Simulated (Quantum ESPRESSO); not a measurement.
# NaFe2O3: parallel and opposed starts

A self-consistent run ends on one state, which hangs on the start. Several orders of NaFe2O3 are started in Quantum ESPRESSO and their energies compared.

Method: LDA with U = 3.6 eV on Fe d (ortho-atomic projectors); plane waves with GBRV 1.5 PBEsol potentials, no spin-orbit coupling, in Quantum ESPRESSO 7.5.

### 1. Set-up

It takes space group P-3m1 (No. 164, trigonal). Conventional cell: a = 3.047 Å, b = 3.047 Å, c = 7.778 Å, α = 90.00°, β = 90.00°, γ = 120.00°. Nearest to Na lie 6 O at 2.18 Å. Nearest to Fe lie 6 O at 2.18 to 2.20 Å. Nearest to O lie 3 Na at 2.18 Å and 3 Fe at 2.20 Å. Nearest to O lie 6 Fe at 2.18 Å. Farther neighbours and most contacts between anions are not listed.

The cell comes from the Crystallography Open Database.

### 2. Start 1: ferro ++

The signs are those of the starting moments on the seeded atoms, the atoms that are given a moment.

The input, pw.in:

```
&CONTROL
  calculation = 'scf'
  prefix = 'pwscf'
  outdir = './tmp'
  pseudo_dir = './pseudo'
  disk_io = 'nowf'
  tprnfor = .true.
  tstress = .true.
/
&SYSTEM
  ibrav = 0
  celldm(1) = 8
  nat = 6
  ntyp = 3
  ecutwfc = 40
  ecutrho = 280
  nbnd = 44
  input_dft = 'pz'
  occupations = 'smearing'
  smearing = 'fd'
  degauss = 0.01469973
  nspin = 2
  starting_magnetization(1) = 0
  starting_magnetization(2) = 0.25
  starting_magnetization(3) = 0
/
&ELECTRONS
  conv_thr = 1.2d-08
  electron_maxstep = 150
  mixing_beta = 0.3
/
ATOMIC_SPECIES
Na     22.9898 na_pbesol_v1.5.uspp.F.UPF
Fe     55.8450 fe_pbesol_v1.5.uspp.F.UPF
O      15.9990 o_pbesol_v1.2.uspp.F.UPF
CELL_PARAMETERS alat
   0.7197494377168    0.0000000000000    0.0000000000000
  -0.3598747188584    0.6233212974150    0.0000000000000
   0.0000000000000    0.0000000000000    1.8372862246674
ATOMIC_POSITIONS crystal
Na      0.0000000000    0.0000000000    0.5000000000
Fe      0.3333333333    0.6666666667    0.1647000000
Fe      0.6666666667    0.3333333333    0.8353000000
O       0.3333333333    0.6666666667    0.6650000000
O       0.6666666667    0.3333333333    0.3350000000
O       0.0000000000    0.0000000000    0.0000000000
K_POINTS automatic
8 8 4 0 0 0
HUBBARD {ortho-atomic}
U Fe-3d 3.6000
```

On the command line:

```sh
> OMP_NUM_THREADS=1 mpirun -n 2 pw.x -nk 2 -in pw.in > pw.out
```

Log:

```text
Program PWSCF v.7.5 starts

     IMPORTANT: XC functional enforced from input :
     Exchange-correlation= PZ
                           (   1   1   0   0   0   0   0)
     Any further DFT definition will be discarded
     Please, verify this is what you really want

     Message from routine setup:
     using ibrav=0 with symmetry is DISCOURAGED, use correct ibrav instead

     K-points division:     npool     =       2
     Subspace diagonalization in iterative solution of the eigenvalue problem:

     G-vector sticks info
     --------------------
     sticks:   dense  smooth     PW     G-vecs:    dense   smooth      PW
     Sum         649     367    121                33403    14501    2517

     Using Slab Decomposition

     bravais-lattice index     =            0
     lattice parameter (alat)  =       8.0000  a.u.
     unit-cell volume          =     422.0268 (a.u.)^3
     number of atoms/cell      =            6
     number of atomic types    =            3
     number of electrons       =        59.00
     number of Kohn-Sham states=           44
     kinetic-energy cutoff     =      40.0000  Ry
     charge density cutoff     =     280.0000  Ry
     scf convergence threshold =      1.2E-08
     mixing beta               =       0.3000
     number of iterations used =            8  plain     mixing
     Exchange-correlation= PZ
                           (   1   1   0   0   0   0   0)
     Hubbard projectors: ortho-atomic
     Hubbard parameters of DFT+U (Dudarev formulation) in eV:
     U(Fe-3d) =  3.6000

     Internal variables: lda_plus_u =T, lda_plus_u_kind = 0

     Internal variables: orbital_resolved =F, hub_pot_fix =F, apply_U = F

     celldm(1)=   8.000000  celldm(2)=   0.000000  celldm(3)=   0.000000
     celldm(4)=   0.000000  celldm(5)=   0.000000  celldm(6)=   0.000000

     crystal axes: (cart. coord. in units of alat)
               a(1) = (   0.719749   0.000000   0.000000 )
               a(2) = (  -0.359875   0.623321   0.000000 )
               a(3) = (   0.000000   0.000000   1.837286 )

     reciprocal axes: (cart. coord. in units 2 pi/alat)
               b(1) = (  1.389372  0.802155 -0.000000 )
               b(2) = (  0.000000  1.604309  0.000000 )
               b(3) = (  0.000000 -0.000000  0.544281 )

     PseudoPot. # 1 for Na read from file:
     na_pbesol_v1.5.uspp.F.UPF
     Pseudo is Ultrasoft, Zval =  9.0
     Generated by new atomic code, or converted to UPF format
     Using radial grid of  819 points,  5 beta functions with:
                l(1) =   0
                l(2) =   0
                l(3) =   1
                l(4) =   1
                l(5) =   2
     Q(r) pseudized with  8 coefficients,  rinner =    1.250   1.250   1.250
                                                       1.250   1.250

     PseudoPot. # 2 for Fe read from file:
     fe_pbesol_v1.5.uspp.F.UPF
     Pseudo is Ultrasoft + core correction, Zval = 16.0
     Generated by new atomic code, or converted to UPF format
     Using radial grid of  861 points,  6 beta functions with:
                l(1) =   0
                l(2) =   0
                l(3) =   1
                l(4) =   1
                l(5) =   2
                l(6) =   2
     Q(r) pseudized with  8 coefficients,  rinner =    1.000   1.000   1.000
                                                       1.000   1.000

     PseudoPot. # 3 for O  read from file:
     o_pbesol_v1.2.uspp.F.UPF
     Pseudo is Ultrasoft + core correction, Zval =  6.0
     Generated by new atomic code, or converted to UPF format
     Using radial grid of  737 points,  5 beta functions with:
                l(1) =   0
                l(2) =   0
                l(3) =   1
                l(4) =   1
                l(5) =   2
     Q(r) pseudized with  8 coefficients,  rinner =    0.900   0.900   0.900
                                                       0.900   0.900

     atomic species   valence    mass     pseudopotential
     Na                9.00    22.98980     Na( 1.00)
     Fe               16.00    55.84500     Fe( 1.00)
     O                 6.00    15.99900     O ( 1.00)

     Starting magnetic structure
     atomic species   magnetization
     Na              0.000
     Fe              0.250
     O               0.000

     12 Sym. Ops., with inversion, found

   Cartesian axes

     site n.     atom                  positions (alat units)
         1        Na     tau(   1) = (   0.0000000   0.0000000   0.9186431  )
         2        Fe     tau(   2) = (  -0.0000000   0.4155475   0.3026010  )
         3        Fe     tau(   3) = (   0.3598747   0.2077738   1.5346852  )
         4        O      tau(   4) = (  -0.0000000   0.4155475   1.2217953  )
         5        O      tau(   5) = (   0.3598747   0.2077738   0.6154909  )
         6        O      tau(   6) = (   0.0000000   0.0000000   0.0000000  )

     number of k points=    35  Fermi-Dirac smearing, width (Ry)=  0.0147
                       cart. coord. in units 2pi/alat
        k(    1) = (   0.0000000   0.0000000   0.0000000), wk =   0.0039062
        k(    2) = (   0.0000000   0.0000000   0.1360703), wk =   0.0078125
        k(    3) = (   0.0000000   0.0000000  -0.2721405), wk =   0.0039062
        k(    4) = (   0.0000000   0.2005386   0.0000000), wk =   0.0234375
        k(    5) = (   0.0000000   0.2005386   0.1360703), wk =   0.0234375
        [... 30 further k-points ...]

     Dense  grid:    33403 G-vectors     FFT dimensions: (  32,  32,  80)

     Smooth grid:    14501 G-vectors     FFT dimensions: (  24,  24,  60)

     Check: negative core charge=   -0.000035
     Generating pointlists ...
     new r_m :   0.2122 (alat units)  1.6974 (a.u.) for type    1
     new r_m :   0.2120 (alat units)  1.6964 (a.u.) for type    2
     new r_m :   0.2120 (alat units)  1.6964 (a.u.) for type    3

     Initial potential from superposition of free atoms

     starting charge      56.9936, renormalised to      59.0000

     STARTING HUBBARD OCCUPATIONS:

     =================== HUBBARD OCCUPATIONS ===================
     ------------------------ ATOM    2 ------------------------
     Tr[ns(  2)] (up, down, total) =   5.00000  0.00000  5.00000
     Atomic magnetic moment for atom   2 =   5.00000
     [... lines left out ...]
     ------------------------ ATOM    3 ------------------------
     Tr[ns(  3)] (up, down, total) =   5.00000  0.00000  5.00000
     Atomic magnetic moment for atom   3 =   5.00000
     [... lines left out ...]
     Number of occupied Hubbard levels =   10.0000

     Atomic wfc used for Hubbard projectors are orthogonalized

     Starting wfcs are   43 randomized atomic wfcs +    1 random wfcs

     Self-consistent Calculation

     iteration #  1     ecut=    40.00 Ry     beta= 0.30
     Davidson diagonalization with overlap
     ethr =  1.00E-02,  avg # of iterations =  4.8

     =================== HUBBARD OCCUPATIONS ===================
     ------------------------ ATOM    2 ------------------------
     Tr[ns(  2)] (up, down, total) =   4.91364  0.67842  5.59205
     Atomic magnetic moment for atom   2 =   4.23522
     [... lines left out ...]
     ------------------------ ATOM    3 ------------------------
     Tr[ns(  3)] (up, down, total) =   4.91364  0.67842  5.59205
     Atomic magnetic moment for atom   3 =   4.23522
     [... lines left out ...]
     Number of occupied Hubbard levels =   11.1841

     total energy              =    -691.34347279 Ry
     estimated scf accuracy    <       1.36357910 Ry

     total magnetization       =     9.13 Bohr mag/cell
     absolute magnetization    =     9.15 Bohr mag/cell

     iteration #  2     ecut=    40.00 Ry     beta= 0.30
     Davidson diagonalization with overlap
     ethr =  2.31E-03,  avg # of iterations =  2.0

     total energy              =    -691.55943792 Ry
     estimated scf accuracy    <       0.22144313 Ry

     total magnetization       =     8.89 Bohr mag/cell
     absolute magnetization    =     8.90 Bohr mag/cell

     iteration #  3     ecut=    40.00 Ry     beta= 0.30
     Davidson diagonalization with overlap
     ethr =  3.75E-04,  avg # of iterations =  2.6

     total energy              =    -691.57583297 Ry
     estimated scf accuracy    <       0.06782128 Ry

     total magnetization       =     9.00 Bohr mag/cell
     absolute magnetization    =     9.00 Bohr mag/cell

     [... further iterations left out ...]

     iteration # 14     ecut=    40.00 Ry     beta= 0.30
     Davidson diagonalization with overlap
     ethr =  6.49E-10,  avg # of iterations =  2.0

     total energy              =    -691.58890413 Ry
     estimated scf accuracy    <       0.00000021 Ry

     total magnetization       =     8.99 Bohr mag/cell
     absolute magnetization    =     9.02 Bohr mag/cell

     iteration # 15     ecut=    40.00 Ry     beta= 0.30
     Davidson diagonalization with overlap
     ethr =  3.48E-10,  avg # of iterations =  2.6

     total energy              =    -691.58891275 Ry
     estimated scf accuracy    <       0.00000059 Ry

     total magnetization       =     8.99 Bohr mag/cell
     absolute magnetization    =     9.02 Bohr mag/cell

     iteration # 16     ecut=    40.00 Ry     beta= 0.30
     Davidson diagonalization with overlap
     ethr =  3.48E-10,  avg # of iterations =  2.0

     total energy              =    -691.58891423 Ry
     estimated scf accuracy    <       0.00000006 Ry

     total magnetization       =     8.99 Bohr mag/cell
     absolute magnetization    =     9.02 Bohr mag/cell

     iteration # 17     ecut=    40.00 Ry     beta= 0.30
     Davidson diagonalization with overlap
     ethr =  1.05E-10,  avg # of iterations =  1.9

     Magnetic moment per site  (integrated on atomic sphere of radius R)
     atom   1 (R=0.212)  charge=  7.9366  magn=  0.0073
     atom   2 (R=0.212)  charge= 13.4434  magn=  3.7559
     atom   3 (R=0.212)  charge= 13.4434  magn=  3.7559
     atom   4 (R=0.212)  charge=  5.7432  magn=  0.3527
     atom   5 (R=0.212)  charge=  5.7432  magn=  0.3527
     atom   6 (R=0.212)  charge=  5.8373  magn=  0.2885

     End of self-consistent calculation

     =================== HUBBARD OCCUPATIONS ===================
     ------------------------ ATOM    2 ------------------------
     Tr[ns(  2)] (up, down, total) =   4.96554  1.00429  5.96983
     Atomic magnetic moment for atom   2 =   3.96124
     [... lines left out ...]
     ------------------------ ATOM    3 ------------------------
     Tr[ns(  3)] (up, down, total) =   4.96554  1.00429  5.96983
     Atomic magnetic moment for atom   3 =   3.96124
     [... lines left out ...]
     Number of occupied Hubbard levels =   11.9397

     [... lines left out ...]
     the Fermi energy is    10.4304 ev

!    total energy              =    -691.58891441 Ry
     estimated scf accuracy    <          7.9E-09 Ry
     smearing contrib. (-TS)   =      -0.02012076 Ry
     internal energy E=F+TS    =    -691.56879365 Ry

     The total energy is F=E-TS. E is the sum of the following terms:
     one-electron contribution =    -379.02683862 Ry
     hartree contribution      =     216.38490692 Ry
     xc contribution           =     -92.97224244 Ry
     ewald contribution        =    -436.17398950 Ry
     Hubbard energy            =       0.21936998 Ry

     total magnetization       =     8.99 Bohr mag/cell
     absolute magnetization    =     9.02 Bohr mag/cell

     convergence has been achieved in  17 iterations

     Forces acting on atoms (cartesian axes, Ry/au):

     atom    1 type  1   force =    -0.00000000    0.00000000    0.00000000
     atom    2 type  2   force =     0.00000000    0.00000000    0.09077271
     atom    3 type  2   force =     0.00000000    0.00000000   -0.09077271
     atom    4 type  3   force =     0.00000000    0.00000000    0.15729005
     atom    5 type  3   force =     0.00000000    0.00000000   -0.15729005
     atom    6 type  3   force =    -0.00000000    0.00000000    0.00000000

     Total force =     0.256826     Total SCF correction =     0.000192

     Computing stress (Cartesian axis) and pressure

          total   stress  (Ry/bohr**3)                   (kbar)     P=     -119.61
  -0.00064751  -0.00000000   0.00000000          -95.25       -0.00        0.00
   0.00000000  -0.00064751   0.00000000            0.00      -95.25        0.00
   0.00000000   0.00000000  -0.00114421            0.00        0.00     -168.32

=------------------------------------------------------------------------------=
   JOB DONE.
=------------------------------------------------------------------------------=
```

The job ended after 2.8 min (2 MPI ranks of Arm Neoverse N1, shared host; peak memory 0.39 GiB).

Spin moment in the atom's sphere by atom:

```csv
atom,spin moment in the atom's sphere (μB)
Na1,0.01
Fe2,3.76
Fe3,3.76
O4,0.35
O5,0.35
O6,0.29
```

This step gave:

```yaml
smearing_term_ts: 0.2738 eV
pressure: -11.96 GPa
magnetization: 8.995 μB
absolute_magnetization: 9.018 μB
final_state: ferromagnetic
```

[end of part 1 of 2]

[Logs and program files are shortened in this print: banners, set-up blocks, solver, clock and traceback lines can be left out without a mark of their own.]

[Logs are printed without paths, hosts, clocks, repeated set-up lines and the standing remarks that a program may print on its own settings, such as how far it seeks lower states.]

[Hosts, paths, dates, database ids (printed as entryN), source tags and the programs' standing remarks are cut or masked in the printed files.]

[Where a cell is said to come from a database of computed structures, the database is the Materials Project.]
